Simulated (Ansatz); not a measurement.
Planning a run of Ansatz 0.2.0 on Selenium (P3_121, 3 atoms a cell). The input:

```yaml
crystal:
  lattice:
    - [4.3662, 0.0, 0.0]
    - [-2.1831, 3.781240118, 0.0]
    - [0.0, 0.0, 4.9536]
  atoms:
    - { symbol: Se, position: [0.2254, 0.0, 0.3333333333] }
    - { symbol: Se, position: [0.0, 0.2254, 0.6666666667] }
    - { symbol: Se, position: [0.7746, 0.7746, 0.0] }
kpoints:
  mp_grid: { grid: [6, 6, 4] }
hamiltonian:
  xc: pbe
  pseudopotentials: { kind: paw, azcp: { folder: soft_1 } }
scf:
  occupations: { method: fixed }
gw:
  n_empty_bands: 244
  ecut_chi: 120
  qp_bands: [v2, c2]
  qp_kpoints: band_edges
  screening: { model: contour_deformation }
```

```sh
ansatz run input.yaml --threads 3 --pin off --max-ram 92160MiB --backend cuda --events-out ev --progress --plain --runs-dir out --devices 1 --max-vram 13GiB
```

Estimate wall time and host memory on 1 × NVIDIA H100 80GB HBM3 (shared by 6 runs) with 3 threads of AMD EPYC 7R13 (Zen 3), shared host.

It took 96 s; on shared hardware allow 48 s to 3.2 min. Peak host memory was 1.5 GiB. The sizes that set the cost: 1583 plane waves a state, 24 irreducible k points, 268 bands summed, 237 plane waves in the screening and 7 SCF cycles.

The screening grows as filled bands × empty bands × pairs of k points, times the square of the screening basis for the matrix.

[Paths, hosts, dates, memory and timing lines, banners, echoed tables and standing remarks are left out of the program output.]

[Logs are printed without paths, hosts, clocks, repeated set-up lines and the standing remarks that a program may print on its own settings, such as how far it seeks lower states.]

[Runs of the session that timed out or met a known fault of the program may be left out.]

[Cells called generated may have been cut or substituted from an entry of the Crystallography Open Database or the Materials Project.]

[Hosts, paths, dates, database ids (printed as entryN), source tags and the programs' standing remarks are cut or masked in the printed files.]
